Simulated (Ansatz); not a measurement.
# Starting-point dependence of the GW gap of SiO2 (I-42d)

How much of the starting functional survives in the G0W0 gap of SiO2 (I-42d)?

Calculated with Ansatz 0.2.0; G0W0 on several functionals, plane waves, PAW.

Most raw output is cut from this account.

In doubt: masses and optical values from hybrid runs of this build are listed as unsure (steps 3, 4), which bears on the screening that GW takes from such a start.

**1. The starting structure**

Symmetry: I-42d, No. 122, tetragonal system. The conventional cell has a = 4.748 Å, b = 4.748 Å, c = 7.488 Å, α = 90.00°, β = 90.00°, γ = 90.00°. Nearest to Si lie 4 O at 1.62 Å. Nearest to O lie 2 Si at 1.62 Å. Farther neighbours and most contacts between anions are not listed.

The cell and positions come from the Crystallography Open Database and are kept as given unless a step says otherwise.

**2. G0W0 on LDA**

Now the one-shot GW correction: screening in the RPA, then the self-energy of the levels asked for. This step takes hard PAW files.

This step: G0W0 on LDA, plane waves, PAW.

input.yaml

```yaml
crystal:
  lattice:
    - [-2.37405, 2.37405, 3.744]
    - [2.37405, -2.37405, 3.744]
    - [2.37405, 2.37405, -3.744]
  atoms:
    - { symbol: Si, position: [0.0, 0.0, 0.0] }
    - { symbol: Si, position: [0.75, 0.25, 0.5] }
    - { symbol: O, position: [0.99838, 0.625, 0.87338] }
    - { symbol: O, position: [0.375, 0.24838, 0.37338] }
    - { symbol: O, position: [0.75162, 0.125, 0.12662] }
    - { symbol: O, position: [0.875, 0.00162, 0.62662] }
kpoints:
  mp_grid: { grid: [6, 6, 6] }
hamiltonian:
  xc: lda
  pseudopotentials: { kind: paw, source: ansatz }
scf:
  occupations: { method: fixed }
gw:
  n_empty_bands: 501
  ecut_chi: 190.0
  qp_bands: [v2, c2]
  qp_kpoints: band_edges
  screening: { model: contour_deformation }
```

The run is started by

```bash
ansatz run input.yaml --threads 4 --pin off --max-ram 138240MiB --backend cuda --events-out ev --progress --plain --runs-dir out --devices 1 --max-vram 26GiB
```

The job ended after 3.1 min (1 × NVIDIA H100 80GB HBM3 (shared by 3 runs) with 4 threads of AMD EPYC 7R13 (Zen 3), shared host; peak memory 4.1 GiB).

Numbers from this step:

| Property | Result |
| --- | --- |
| bands summed | 517 |
| RPA ε∞ on this mesh (eigenvalues) | 2.239, 2.239, 2.295 |
| plane waves in the screening matrix | 501 |
| q-points in the mesh | 216 |
| G0W0 gap on the mesh | 9.184 eV |
| k of the valence top | 0, 0, 0 |
| k of the conduction bottom | 0, 0, 0 |
| starting gap on the mesh | 5.826 eV |
| Z at the valence top | 0.7998 |
| Z at the conduction bottom | 0.8673 |
| least direct G0W0 gap on the computed points | 9.184 eV |

The gap on the mesh goes from 5.83 eV to 9.18 eV, a correction of +3.36 eV. Between the two edge states, bare exchange in place of the xc potential would open the gap by 10.61 eV, and correlation takes back 7.26 eV.

**3. G0W0 on HSE06**

One-shot GW remembers its start. Another functional's orbitals and levels show by how much.

This step: G0W0 on HSE06, plane waves, PAW.

Edit input.yaml of step 2 so:

```diff
@@ -15,3 +15,3 @@
 hamiltonian:
-  xc: lda
+  xc: hse06
   pseudopotentials: { kind: paw, source: ansatz }
```

The job ended after 5.2 min (1 × NVIDIA H100 80GB HBM3 (shared by 3 runs) with 4 threads; peak memory 5.2 GiB; 8.7 min of CPU time).

This step gave:

* bands summed: 517
* RPA ε∞ on this mesh (eigenvalues): 1.983, 1.983, 2.021
* plane waves in the screening matrix: 501
* q-points in the mesh: 216
* G0W0 gap on the mesh: 10.03 eV
* k of the valence top: 0, 0, 0
* k of the conduction bottom: 0, 0, 0
* starting gap on the mesh: 7.876 eV
* Z at the valence top: 0.8321
* Z at the conduction bottom: 0.8916
* least direct G0W0 gap on the computed points: 10.03 eV

Against the run with 6×6×6 mesh, 501 empty bands, screening to 190 eV, hard PAW files on LDA, the gap moves by +0.84 eV, while the start moved by +2.05 eV.

**4. G0W0 on PBE0**

This step: G0W0 on PBE0, plane waves, PAW.

Edit input.yaml of step 3 so:

```diff
@@ -15,3 +15,3 @@
 hamiltonian:
-  xc: hse06
+  xc: pbe0
   pseudopotentials: { kind: paw, source: ansatz }
```

Wall time 5.4 min (1 × NVIDIA H100 80GB HBM3 (shared by 3 runs) with 4 threads); peak memory 4.9 GiB.

This step gave:

| Quantity | Value |
| --- | --- |
| bands summed | 517 |
| RPA ε∞ on this mesh (eigenvalues) | 1.939, 1.939, 1.975 |
| plane waves in the screening matrix | 501 |
| G0W0 gap on the mesh | 10.24 eV |
| k of the valence top | 0, 0, 0 |
| k of the conduction bottom | 0, 0, 0 |
| starting gap on the mesh | 8.645 eV |
| least direct G0W0 gap on the computed points | 10.24 eV |

Against the run with 6×6×6 mesh, 501 empty bands, screening to 190 eV, hard PAW files on HSE06, the gap moves by +0.21 eV, while the start moved by +0.77 eV.

**5. Side by side**

All on the 6×6×6 mesh with 501 empty bands and screening to 190 eV. Times are wall times on 1 × NVIDIA H100 80GB HBM3 (shared by 3 runs) with 4 threads of AMD EPYC 7R13 (Zen 3), shared host, good to a factor of about two.

```csv
start,starting gap (eV),shift (eV),G0W0 gap (eV),RPA ε∞ (harmonic mean),"Z (valence, conduction)",time
LDA,5.83,+3.36,9.18,2.26,"0.80, 0.87",3.1 min
HSE06,7.88,+2.15,10.03,2.00,"0.83, 0.89",5.2 min
PBE0,8.65,+1.59,10.24,1.95,"0.84, 0.90",5.4 min
```

How the two edges are built up, in eV (the quasiparticle level is the starting level plus Σx plus Σc less Vxc):

```csv
run,edge,start,Σx,Σc,Vxc,Z,QP
LDA,valence top,0.82,-26.32,3.90,-20.50,0.80,-1.10
LDA,conduction bottom,6.65,-7.16,-3.35,-11.95,0.87,8.09
HSE06,valence top,-0.19,-26.47,3.39,-21.81,0.83,-1.47
HSE06,conduction bottom,7.68,-6.60,-3.03,-10.50,0.89,8.56
PBE0,valence top,-0.60,-26.47,3.26,-22.22,0.84,-1.59
PBE0,conduction bottom,8.05,-6.59,-2.94,-10.13,0.90,8.65
```

For a hybrid start, Vxc holds its share of exact exchange.

**6. Outcome**

* G0W0@LDA: 9.18 eV (start 5.83 eV)
* G0W0@HSE06: 10.03 eV (start 7.88 eV)
* G0W0@PBE0: 10.24 eV (start 8.65 eV)
* known limits: not at the basis limit

What this shows: The starting gaps span 2.82 eV and the G0W0 gaps 1.05 eV. Between LDA and PBE0, 1.05 eV of the 2.82 eV survives, 37 %. PBE0 screens less than LDA (ε∞ 1.95 against 2.26). Of the 1.05 eV by which its G0W0 gap is higher, the correlation part gives +1.05 eV, and exchange with the one-particle terms, which follow the orbitals, +0.001 eV. The smallest correction, +1.59 eV, is on PBE0, the start nearest to reproducing itself. Bands and cutoff are finite, so the gap is not at the basis limit. The miss can reach some tenths of an eV and take either sign; the mesh is an error of its own.

[Paths, hosts, dates, memory and timing lines, banners, echoed tables and standing remarks are left out of the program output.]

[Logs are printed without paths, hosts, clocks, repeated set-up lines and the standing remarks that a program may print on its own settings, such as how far it seeks lower states.]

[Runs of the session that timed out or met a known fault of the program may be left out.]

[Cells called generated may have been cut or substituted from an entry of the Crystallography Open Database or the Materials Project.]

[Hosts, paths, dates, database ids (printed as entryN), source tags and the programs' standing remarks are cut or masked in the printed files.]
